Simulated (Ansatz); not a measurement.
# Ir wire along [110], 4 atoms a period: bands by functional and under strain, part 2 of 4

What gap, if any, does the Ir wire along [110], 4 atoms a period have, and how does it change with the functional and under strain?

Ansatz 0.2.0; DFT PBE, plane waves, PAW; relaxation of a wire's period (the session's first sound run).

So far. Step 2 (The relaxed wire): The cell's length comes to 2.581 Å with no moment.

## Step 3: Bands of the perfect wire

This step: DFT PBE, plane waves, PAW; channels and complex bands of a perfect wire (Ansatz 0.2.0).

At the relaxed period the Bloch states of the perfect wire are found at each energy: those that move forward count the open channels, and those that decay describe how a disturbance dies away inside the wire itself. An energy step of 0.035 eV is under the 0.039 eV that the program asks for its thermal average at 300 K.

input.yaml reads:

```yaml
crystal:
  lattice:
    - [10.67, 0.0, 0.0]
    - [0.0, 9.537, 0.0]
    - [0.0, 0.0, 2.5810678533]
  atoms:
    - { symbol: Ir, position: [0.322746706, 0.499973956, 0.0] }
    - { symbol: Ir, position: [0.677253294, 0.499973956, 0.0] }
    - { symbol: Ir, position: [0.5, 0.369503337, 0.5] }
    - { symbol: Ir, position: [0.5, 0.630444575, 0.5] }
kpoints:
  mp_grid: { grid: [1, 1, 31] }
  band_path: { path: ["Γ", Z], npoints: 50 }
scf:
  occupations: { method: fermi_dirac, width: 0.05 }
hamiltonian:
  xc: pbe
output:
  transmission:
    e_range: [-2, 2]
    de: 0.035
    kmesh: [1, 1]
    reduced_basis: true
    leads: [[0, 0]]
  dos: { e_range: [-5, 4] }
  write_potential: true
  write_density: true
  volumetric_format: npy
  elf: true
```

Launch:

```console
> ansatz run input.yaml --threads 8 --pin off --max-ram 16384MiB --backend cpu --events-out ev --progress --plain --runs-dir out
```

Numbers of over 12 decimals in the logs are rounded to 6 here.

Log:

```text
[...]
Crystal: 4 atoms, lattice volume = 262.649 Å³
Basis set: ecut = 420 eV, 5161 PW (Γ)
Bands: 41, of which v1, the nominal top of the filled ones, is band 34 counted from 1 (33 counted from 0)
Symmetry: 8 space group operations
[...]
k-points: 16 of 31
[...]
SCF iter   1: F=—  HF=-47733.706108 eV  |F-HF|=—  |Δ(HF+E_count)|=         —  Δρ=1.21e-2  dr2=1.26e0  ethr=1.77e-3  ⟨swp⟩=8.1  Hψ=2944  notcnv=0
[...]
SCF iter   9: F=-47733.583156 eV  HF=-47733.583157 eV  |F-HF|=6.93e-9  |Δ(HF+E_count)|=   4.50e-9  Δρ=2.00e-6  dr2=1.49e-8  ethr=1.47e-10  ⟨swp⟩=6.4  Hψ=1661  notcnv=0
SCF 1 converged in 9 iterations: F = -47733.583156 eV  dr2 = 1.49e-8
[...]
NSCF: frozen V_eff on 51 k-points
transmission: 4 of 24 steps passed
transmission: 8 of 24 steps passed
[...]
transmission: 24 of 24 steps passed
WARN: The output density's exchange-correlation potential varies sharply where the density is thin. Do not read a vacuum level from v_tot or v_xc, or from such a field of the output density. On a cell that repeats whose density bears no net charge and no dipole along the vacuum's axis use v_es (v_loc + v_h of the components); under efield.dipole_correction with no amplitude use v_es + v_field, which holds any externa [...]
SCF converged after 9 iterations
Free energy (F): -47733.583156 eV
[...]
Internal energy: -47733.538234 eV  (E = F + TS)
E sigma→0 (E₀):  -47733.560695 eV
Entropy (-TS):   -0.044922 eV (-11.231 meV/atom)
Fermi energy:    1.591977 eV
[...]
--- Band table (eV; the first three rows and the last of 16) ---
  k-point 0: bands = [... 30 lower, 0.4390, 0.8090, 0.8315, 1.0892, 1.1573, 2.2033, 2.3070, 2.3238, ... 3 higher]
  k-point 1: bands = [... 30 lower, 0.5034, 0.6497, 0.8708, 1.0836, 1.3150, 1.9927, 2.1740, 2.5480, ... 3 higher]
  k-point 2: bands = [... 30 lower, 0.3889, 0.6067, 0.9776, 1.0713, 1.5655, 1.6640, 2.0951, 2.1872, ... 3 higher]
  k-point 15: bands = [... 30 lower, 0.7485, 0.9759, 1.7654, 1.8337, 2.4915, 2.5944, 4.8002, 5.0268, ... 3 higher]
--- Transmission ---
  basis      : 885 plane waves across, 4 finite elements along
  points     : 1, standing for a mesh of 1 x 1
  filling    : by the input's occupations and mesh, since the crystals that have channels conduct as metals do. If one of these is a semiconductor, that mesh has misplaced its level
  energies   : 115 from -2.000000 to 1.990000 eV about the Fermi level, 0.035000 eV apart; the leads are filled to 0.000000 eV, and channels, transmission and decay are at -0.005000 eV
  crystal 0  : Ir4, at the sites [0, 0], period 2.5811 Å: whole cells are its period
    offset         : up to 0.0000 Å between an atom of the period and one for which it stands
    filled         : 8.5 meV over the level at which it is neutral
    channels       : 5.000000e0 a spin
    conductance    : 3.9498e14 S/m² at 300 K; may be off by some 0.0 % by where its bands' edges are placed, 1.1 % from the distance to neutral
```

Elapsed: 1.9 min, on 8 threads of Arm Neoverse V1, shared host; peak memory 2.6 GiB.

In the SCF lines HF is the Harris–Foulkes energy and dr2 the Hartree energy of the density residual, in eV; the loop may stop once dr2 is under the threshold and the program's other checks hold. Hψ counts applications of the Hamiltonian.

Numbers from this step:

```
energy at zero smearing                                  : -47733.5607 eV
channels at the energy nearest the Fermi level, one spin : 5
conductance of the lead as this run defines it           : 5.187 G₀
band gap                                                 : 0 eV
```

Table of open channels of the lead, one spin by energy, zero at the Fermi level:

```
energy (eV)  open channels of the lead, one spin
      -2.00                                    7
      -1.90                                    7
      -1.79                                    7
      -1.69                                    8
      -1.58                                    7
      -1.48                                    7
      -1.37                                    6
      -1.23                                    6
      -1.12                                    7
      -1.02                                    7
      -0.92                                    5
      -0.81                                    4
      -0.70                                    4
      -0.60                                    3
      -0.49                                    4
      -0.39                                    5
      -0.28                                    5
      -0.18                                    5
      -0.07                                    7
      -0.01                                    5
       0.07                                    5
       0.17                                    7
       0.28                                   11
       0.38                                    7
       0.48                                    9
       0.59                                    9
       0.69                                    8
       0.80                                    8
       0.91                                    8
       1.01                                    7
       1.11                                    6
       1.22                                    5
       1.36                                    4
       1.47                                    4
       1.57                                    4
       1.68                                    4
       1.78                                    5
       1.89                                    5
       1.99                                    5
```

The slowest values at each energy, most degenerate partners merged, listed up to 1.5 1/Å. Im kz of the slowest decaying states against energy, zero at the Fermi level:

```
energy (eV)  decay 1 (Å⁻¹)  decay 2 (Å⁻¹)  decay 3 (Å⁻¹)  decay 4 (Å⁻¹)
    -2.0000         0.0929          0.131          0.269          0.275
    -1.7550         0.0200          0.116          0.219          0.256
    -1.5100          0.068         0.0820          0.116          0.207
    -1.2650         0.0783          0.114          0.131          0.169
    -0.9850         0.0744         0.0811          0.107          0.171
    -0.7400         0.0318          0.129          0.149          0.151
    -0.4950         0.0305          0.165          0.177          0.201
    -0.2500          0.168          0.229          0.286          0.289
    -0.0050         0.0618          0.129          0.246          0.267
     0.2400         0.0357          0.163          0.358          0.467
     0.4850          0.293          0.379          0.417          0.424
     0.7650          0.169          0.371          0.401          0.460
     1.0100          0.122          0.254          0.318          0.417
     1.2550         0.0245          0.177          0.232          0.262
     1.5000         0.0419          0.116          0.211          0.257
     1.7450          0.154          0.161          0.324          0.368
```

The electronic bands at the labelled points (eV, zero at the Fermi level):

```
  point  band 32  band 33  band 34  band 35  band 36  band 37  band 38  band 39
      Γ    -0.78    -0.76    -0.50    -0.43     0.61     0.72     0.73     1.21
halfway    -1.43    -0.87    -0.41    -0.11     0.20     0.27     0.55     1.48
      Z    -0.61     0.17     0.24     0.91     1.01     3.26     3.60     4.28
```

ELF in the ca plane at fractional y = 0.500, with atoms of Ir within 0.2 Å of it. It is the smooth field of the valence electrons, not physical close to the nuclei.

Ten even steps from '0' (0.00) to '9' (0.68), each cell a mean:
```
0000000000000
0000000000000
2222222222222
3333444444333
5554556655455
8765567765567
9998656656899
5799645546997
9997433334799
7654333333456
3333444444333
2233455554332
2233445544332
4443333333344
9875333333578
7899634436998
6899645546998
9986556655689
6655566665556
4444455554444
2233333333332
1111111111111
0000000000000
0000000000000
```
Columns run along c (2.6 Å), rows up along a (10.7 Å). Atoms in or near the plane, at fractional coordinates: Ir at (0.00, 0.32), Ir at (0.00, 0.68).

Valence density in the ca plane at fractional y = 0.500, with atoms of Ir within 0.2 Å of it. It is the smooth field of the valence electrons, not physical close to the nuclei.

Ten even steps from '_' (0.0 e/Å³) to '@' (9.0 e/Å³), each cell a mean:
```
__________________________
__________________________
__________________________
__________________________
__________________________
......________________....
####++::..________..::++##
@@@@%%++::________::++%%@@
%%##++--..________..--++##
::....________________....
__________________________
__________________________
__________________________
__________________________
====::..____________..::==
@@@@##==..________..==##@@
@@@@##==..________..==##@@
====--..____________..--==
__________________________
__________________________
__________________________
__________________________
__________________________
__________________________
```
Columns run along c (2.6 Å), rows up along a (10.7 Å). Atoms in or near the plane, at fractional coordinates: Ir at (0.00, 0.32), Ir at (0.00, 0.68).

Electrostatic potential energy in the ca plane at fractional y = 0.500, with atoms of Ir within 0.2 Å of it. With pseudopotentials it is smooth inside the atoms' cores, unlike the true potential.

Ten even steps from '0' (-70 eV) to '9' (7 eV), each cell a mean:
```
9999999999999
9999999999999
9999999999999
9999999999999
9999999999999
6678899998876
1124689986421
0002478874200
0124688886421
5667889988766
9999988889999
9999888888999
9999888888999
8888899998888
3346789987643
0002578875200
0002578875200
3346789987643
8889999999988
9999999999999
9999999999999
9999999999999
9999999999999
9999999999999
```
Columns run along c (2.6 Å; values clipped at the 3rd and 97th percentile), rows up along a (10.7 Å). Atoms in or near the plane, at fractional coordinates: Ir at (0.00, 0.32), Ir at (0.00, 0.68).

By hand: the program gives 3.9498 × 10^14 S/m² over the cell's cross-section of 101.76 Å² = 1.018 × 10^-18 m², so one cell conducts 4.019 × 10^-4 S. Divided by G0 = 2e²/h = 7.748 × 10^-5 S this is 5.19 G0, a resistance of 2.49 kΩ.

At the computed energy nearest the Fermi level there are 5 channels a spin, and the thermal average gives 5.19 G₀.

## Step 4: Another level of theory, level LDA, cutoff 420 eV

This step: DFT LDA, plane waves, PAW; bands of a perfect wire at the PBE geometry (Ansatz 0.2.0).

The atoms stay at the PBE geometry and the functional changes. At fixed atoms LDA and the gradient-corrected functionals usually give like bands; this run checks that. Against the first PBE run of this kind, the mesh along the wire has 24 points against 31.

input.yaml, the sections that differ from step 3:

```yaml
kpoints:
  mp_grid: { grid: [1, 1, 24] }
  band_path: { path: ["Γ", Z], npoints: 50 }
hamiltonian:
  xc: lda
# crystal, scf: as in step 3
# output: removed
```

Log:

```text
[...]
Crystal: 4 atoms, lattice volume = 262.649 Å³
Basis set: ecut = 420 eV, 5161 PW (Γ)
Bands: 41, of which v1, the nominal top of the filled ones, is band 34 counted from 1 (33 counted from 0)
Symmetry: 8 space group operations
[...]
k-points: 13 of 24
[...]
SCF iter   1: F=—  HF=-46644.427949 eV  |F-HF|=—  |Δ(HF+E_count)|=         —  Δρ=1.26e-2  dr2=1.24e0  ethr=1.77e-3  ⟨swp⟩=8.3  Hψ=2446  notcnv=0
[...]
SCF iter   9: F=-46644.283351 eV  HF=-46644.283351 eV  |F-HF|=8.86e-9  |Δ(HF+E_count)|=   2.71e-8  Δρ=2.02e-6  dr2=1.85e-8  ethr=1.47e-10  ⟨swp⟩=6.8  Hψ=1465  notcnv=0
SCF 1 converged in 9 iterations: F = -46644.283351 eV  dr2 = 1.85e-8
[...]
SCF converged after 9 iterations
Free energy (F): -46644.283351 eV
[...]
Internal energy: -46644.239441 eV  (E = F + TS)
E sigma→0 (E₀):  -46644.261396 eV
Entropy (-TS):   -0.043910 eV (-10.978 meV/atom)
Fermi energy:    1.240138 eV
[...]
--- Band table (eV; the first three rows and the last of 13) ---
  k-point 0: bands = [... 30 lower, 0.0987, 0.4366, 0.5218, 0.7223, 0.8052, 1.8617, 1.9654, 1.9823, ... 3 higher]
  k-point 1: bands = [... 30 lower, 0.1911, 0.2110, 0.5816, 0.7152, 1.0263, 1.5585, 1.8128, 2.0804, ... 3 higher]
  k-point 2: bands = [... 30 lower, -0.1293, 0.2979, 0.6934, 0.7365, 1.1538, 1.3511, 1.6440, 1.6905, ... 3 higher]
  k-point 12: bands = [... 30 lower, 0.4215, 0.6721, 1.3992, 1.4576, 2.1434, 2.2378, 4.5131, 4.8485, ... 3 higher]
```

Wall time 3.7 s (8 threads); peak memory 0.77 GiB.

This step gave:

* energy at zero smearing: -46644.2614 eV

The electronic bands at the labelled points (eV, zero at the Fermi level):

```
  point  band 32  band 33  band 34  band 35  band 36  band 37  band 38  band 39
      Γ    -0.80    -0.72    -0.52    -0.43     0.62     0.73     0.74     1.20
halfway    -1.42    -0.88    -0.38    -0.11     0.19     0.26     0.56     1.45
      Z    -0.57     0.16     0.22     0.90     1.00     3.27     3.61     4.28
```

Bands cross the Fermi level, as under PBE at the relaxed period.

## Step 5: Another level of theory, level PBEsol, cutoff 420 eV

This step: DFT PBEsol, plane waves, PAW; bands of a perfect wire at the PBE geometry (Ansatz 0.2.0).

The atoms stay at the PBE geometry and the functional changes. At fixed atoms LDA and the gradient-corrected functionals usually give like bands; this run checks that. Against the first PBE run of this kind, the mesh along the wire has 24 points against 31.

input.yaml, as its differences from that of step 4:

```diff
@@ -16,2 +16,2 @@
 hamiltonian:
-  xc: lda
+  xc: pbesol
```

Log:

```text
[...]
Crystal: 4 atoms, lattice volume = 262.649 Å³
Basis set: ecut = 420 eV, 5161 PW (Γ)
Bands: 41, of which v1, the nominal top of the filled ones, is band 34 counted from 1 (33 counted from 0)
Symmetry: 8 space group operations
[...]
k-points: 13 of 24
[...]
--- Band table (eV; the first three rows and the last of 13) ---
  k-point 0: bands = [... 30 lower, 0.3124, 0.6716, 0.7287, 0.9605, 1.0315, 2.0850, 2.2029, 2.2078, ... 3 higher]
  k-point 1: bands = [... 30 lower, 0.4069, 0.4421, 0.7911, 0.9522, 1.2572, 1.7853, 2.0365, 2.3086, ... 3 higher]
  k-point 2: bands = [... 30 lower, 0.0991, 0.5132, 0.9284, 0.9518, 1.3761, 1.5848, 1.8733, 1.9158, ... 3 higher]
  k-point 12: bands = [... 30 lower, 0.6374, 0.8740, 1.6317, 1.6948, 2.3795, 2.4757, 4.7002, 5.0530, ... 3 higher]
[key lines of the parts left out:]
SCF converged after 9 iterations
Free energy (F): -47187.355227 eV
Fermi energy:    1.468511 eV
```

Wall time 3.2 s (8 threads); peak memory 0.79 GiB.

Bands cross the Fermi level, as under PBE at the relaxed period.

## Step 6: Another level of theory, level r2SCAN, cutoff 500 eV

This step: DFT r2SCAN, plane waves, PAW; bands of a perfect wire at the PBE geometry (Ansatz 0.2.0).

The atoms stay at the PBE geometry and the functional changes. r2SCAN also reads the kinetic-energy density; it often gives larger moments and wider gaps than PBE, at a higher cost. Against the first PBE run of this kind, the cutoff is 500 eV against 420 and the mesh along the wire has 24 points against 31.

input.yaml, as its differences from that of step 5:

```diff
@@ -16,2 +16,2 @@
 hamiltonian:
-  xc: pbesol
+  xc: r2scan
```

Log:

```text
[...]
Crystal: 4 atoms, lattice volume = 262.649 Å³
Basis set: ecut = 500 eV, 6669 PW (Γ), exchange–correlation on 320×288×80 points (64 copies of the dense FFT grid, shifted against one another)
Bands: 41, of which v1, the nominal top of the filled ones, is band 34 counted from 1 (33 counted from 0)
Symmetry: 8 space group operations
[...]
k-points: 13 of 24
[...]
--- Band table (eV; the first three rows and the last of 13) ---
  k-point 0: bands = [... 30 lower, 0.2769, 0.6130, 0.7816, 1.0323, 1.0479, 2.0986, 2.2394, 2.3108, ... 3 higher]
  k-point 1: bands = [... 30 lower, 0.3839, 0.4963, 0.6933, 1.0379, 1.3114, 1.8208, 2.0537, 2.4116, ... 3 higher]
  k-point 2: bands = [... 30 lower, 0.1202, 0.4960, 0.8934, 1.0003, 1.3765, 1.6723, 1.9456, 1.9734, ... 3 higher]
  k-point 12: bands = [... 30 lower, 0.5701, 0.7587, 1.7341, 1.8466, 2.4772, 2.5931, 4.9063, 5.2740, ... 3 higher]
[key lines of the parts left out:]
SCF converged after 9 iterations
Free energy (F): -47786.649344 eV
Fermi energy:    1.511626 eV
```

Run time: 6.5 s. Hardware: 8 threads; peak memory 1.3 GiB; 49 s of CPU time.

Bands cross the Fermi level, as under PBE at the relaxed period.

[end of part 2 of 4]

[Logs are printed without paths, hosts, clocks, repeated set-up lines and the standing remarks that a program may print on its own settings, such as how far it seeks lower states.]

[Hosts, paths, dates, database ids (printed as entryN), source tags and the programs' standing remarks are cut or masked in the printed files.]
